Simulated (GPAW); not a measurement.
# A GW chain in GPAW: RbCaH3 (Pm-3m), part 2 of 2

How does a plane-wave GW calculation on RbCaH3 (Pm-3m) run from the first input to the gap?

GPAW 26.7.0; LDA and many-body steps on it, plane waves. Known limits of the many-body steps: not at the basis limit; no spin-orbit coupling.

So far. Step 2 (Ground state): The gap is direct, at (0.500, 0.500, 0.000). Step 3 (Empty states on the mesh, 4×4×4 mesh, 121 bands): On this mesh the gap is 2.949 eV.

**4. Screening and self-energy, 4×4×4 mesh, 111 bands, screening to 65 eV**

G0W0 replaces the xc potential by the self-energy, built once from these orbitals. Only a window of levels is corrected, while the sums run over the empty bands that the input names.

This step: G0W0 on LDA, plane waves, PAW.

Contents of run.py:

```python
import json
import numpy as np
from gpaw.mpi import world
from gpaw.response.g0w0 import G0W0

gw = G0W0('full.gpw',
    filename='gw',
    kpts=[0, 7],
    bands=(9, 13),
    ecut=65,
    nbands=111,
    integrate_gamma='WS',
    ppa=True)
gw.calculate()
res = {mode: {k: v for k, v in r.items() if k != 'sigma_eskwn'}
       for mode, r in gw.all_results.items()}

if world.rank == 0:
    with open('result.json', 'w') as f:
        json.dump(res, f, default=lambda x: x.tolist())
```

Started as:

```sh
> mpirun -n 4 gpaw python run.py
```

Numbers of over 12 decimals in the logs are rounded to 6 here.

The program printed:

```text
Using integrator: PointIntegrator
FrequencyGridDescriptor(from 0.000+0.000j to 0.000+27.211j eV, 2 points)
Nonperiodic BCs:  [False False False]
Using integrator: PointIntegrator
FrequencyGridDescriptor(from 0.000+0.000j to 0.000+27.211j eV, 2 points)
Nonperiodic BCs:  [False False False]
  ___  _ _ _
 |   || | | |
 | | || | | |
 |__ ||_____|
 |___|

BZ k-points: Symmetries present (total): 48

  [... matrices ...]
64 k-points: 4 x 4 x 4 Monkhorst-Pack grid + [1/8,1/8,1/8]
10 k-points in the irreducible part of the Brillouin zone
       k-points in crystal coordinates                weights
   0:     0.00000000    0.00000000    0.00000000          1/64
   1:     0.25000000    0.00000000    0.00000000          6/64
   2:     0.25000000    0.25000000    0.00000000         12/64
   3:     0.25000000    0.25000000    0.25000000          8/64
   4:     0.50000000    0.00000000    0.00000000          3/64
   5:     0.50000000    0.25000000    0.00000000         12/64
   6:     0.50000000    0.25000000    0.25000000         12/64
   7:     0.50000000    0.50000000    0.00000000          3/64
   8:     0.50000000    0.50000000    0.25000000          6/64
   9:     0.50000000    0.50000000    0.50000000          1/64

Distributing spins, k-points and bands (1 x 2 x 4) over 4 processes
Number of blocks: 1

Quasi particle states:
k-points (IBZ indices): [0, 7]
Band range: (9, 13)
  [... matrices ...]
Computational parameters:
Plane wave cut-off: 65 eV
Number of bands: 111
Coulomb cutoff: None
Broadening: 0.1 eV

fxc modes: GW
Kernel: RPA
Using Godby-Needs plasmon-pole approximation:
  Fitting energy: i*E0, E0 = 1.000 Hartree
Summing all q:

Calculating screened Coulomb potential
No Coulomb truncation
FrequencyGridDescriptor(from 0.000+0.000j to 0.000+27.211j eV, 2 points)
Removing empty qpoint cache files...

Calculating chi0 body with:
    Ground state adapter containing:
    Number of spins: 1
    Number of kpoints: 64
    Number of irreducible kpoints: 10
    Number of completely occupied states: 11
    Number of partially occupied states: 11
    Occupied states memory: 3.303726 M / cpu

    Linear response parametrization:
    q_c: [0.0, 0.0, 0.0]
    Number of frequency points: 2
    Planewave cutoff: 65.0
    Number of bands: 111
    Number of planewaves: 93
    Broadening (eta): 1e-06
    comm.size: 4
    kncomm.size: 4
    blockcomm.size: 1

    Memory estimate of potentially large arrays:
        chi0_wGG: 0.263947 M / cpu
Integrating chi0 body.

Symmetries of q_c:
    Direct symmetries (Uq -> q): 48
    Indirect symmetries (TUq -> q): 0
In total 48 allowed symmetries.

  [... matrices ...]
10 groups of equivalent kpoints. 84.375% reduction.

Integral kind: response function
Integrating chi0 head and wings.

Symmetries of q_c:
    Direct symmetries (Uq -> q): 48
    Indirect symmetries (TUq -> q): 0
In total 48 allowed symmetries.

  [... matrices ...]
10 groups of equivalent kpoints. 84.375% reduction.

Integral kind: response function wings

Calculating chi0 body with:
    Ground state adapter containing:
    Number of spins: 1
    Number of kpoints: 64
    Number of irreducible kpoints: 10
    Number of completely occupied states: 11
    Number of partially occupied states: 11
    Occupied states memory: 3.303726 M / cpu

[... the further q-points ...]

Results:
f:      Occupation numbers
eps:     KS-eigenvalues [eV]
vxc:     KS vxc [eV]
exx:     Exact exchange [eV]
sigma:   Self-energies [eV]
dsigma:  Self-energy derivatives
Z:       Renormalization factors
qp:      QP-energies [eV]

k-point 0 (0): (0.000, 0.000, 0.000)                GW
band       f     eps     vxc     exx   sigma  dsigma       Z      qp
                                                                   GW
   9   1.000  -0.024 -10.814 -14.186   1.850  -0.274   0.785  -1.218
  10   1.000  -0.024 -10.814 -14.186   1.850  -0.274   0.785  -1.219
  11   0.000   6.217 -14.416  -6.720  -4.439  -0.275   0.784   8.771
  12   0.000   6.217 -14.416  -6.720  -4.439  -0.275   0.784   8.771

k-point 1 (7): (0.500, 0.500, 0.000)                GW
band       f     eps     vxc     exx   sigma  dsigma       Z      qp
                                                                   GW
   9   1.000   0.318 -11.053 -14.636   1.850  -0.263   0.792  -1.054
  10   1.000   0.318 -11.053 -14.636   1.850  -0.263   0.792  -1.054
  11   0.000   3.268  -9.274  -4.402  -3.309  -0.195   0.837   4.576
  12   0.000   5.164 -11.934  -5.466  -3.944  -0.214   0.823   7.242
```

Wall time 51 s (4 MPI ranks of Arm Neoverse V1, shared host); peak memory 1.3 GiB.

Numbers from this step:

| Item | Value |
| --- | --- |
| G0W0 gap on the points computed | 5.630 eV |
| least direct G0W0 gap on the computed points | 5.630 eV |
| Z at the valence top | 0.7920 |
| Z at the conduction bottom | 0.8370 |
| starting gap on the mesh | 2.949 eV |
| k of the valence top | 0.5, 0.5, 0 |
| k of the conduction bottom | 0.5, 0.5, 0 |

The gap on the mesh goes from 2.95 eV to 5.63 eV, a correction of +2.68 eV.

Limits: finite bands, cutoff and mesh; no spin-orbit coupling. v1 is the top filled band, c1 the lowest empty one. The levels before and after the correction (eV, zero at the valence-band top of each column):

|  | conduction bottom | valence top |
| --- | --- | --- |
| Kohn-Sham | 2.95 | 0.00 |
| G0W0 | 5.63 | 0.00 |

|  | level | energy (eV) |
| --- | --- | --- |
| Kohn-Sham | (0.5 0.5 0) v2-v1 | 0.000 |
| Kohn-Sham | (0.5 0.5 0) c1 | 2.949 |
| Kohn-Sham | (0.5 0.5 0) c2 | 4.845 |
| G0W0 | (0.5 0.5 0) v2-v1 | 0.000 |
| G0W0 | (0.5 0.5 0) c1 | 5.630 |
| G0W0 | (0.5 0.5 0) c2 | 8.296 |

**5. Where the time went**

Times are wall times on 4 MPI ranks of Arm Neoverse V1, shared host, good to a factor of about two.

| step | time | share | memory (GiB) |
| --- | --- | --- | --- |
| ground state | 11 s | 11 % | 0.7 |
| empty states on the mesh | 38 s | 38 % | 0.77 |
| screening and self-energy | 51 s | 51 % | 1.3 |

**6. What came out**

* LDA gap: 2.95 eV, direct
* G0W0 gap on the mesh: 5.63 eV
* GW settings: 4×4×4 mesh, 111 bands, screening to 65 eV, Godby-Needs plasmon pole
* known limits: not at the basis limit; no spin-orbit coupling

G0W0 moves the gap on the mesh from 2.95 eV to 5.63 eV (+2.68 eV), with Z of 0.79 and 0.84 at the edges. Only 2 of the mesh's irreducible points were corrected, so a valley elsewhere could overtake. Bands and cutoff are finite, so the gap is not at the basis limit. The miss can reach some tenths of an eV and take either sign; the mesh is an error of its own. These stock PAW sets were not made for GW. In the G0W0 run levels were corrected at 2 k points alone, so a gap called «on the mesh» is the least over those, and an edge elsewhere would be missed. This is the ideal cubic cell; many perovskites, halides above all, are cubic only on average, and local tilts or off-centring can widen the gap. The many-body steps are scalar-relativistic: spin-orbit coupling is not in them.

[Paths, hosts, dates, memory and timing lines, banners, echoed tables and standing remarks are left out of the program output.]

[Logs are printed without paths, hosts, clocks, repeated set-up lines and the standing remarks that a program may print on its own settings, such as how far it seeks lower states.]

[Runs of the session that timed out or met a known fault of the program may be left out.]

[Hosts, paths, dates, database ids (printed as entryN), source tags and the programs' standing remarks are cut or masked in the printed files.]
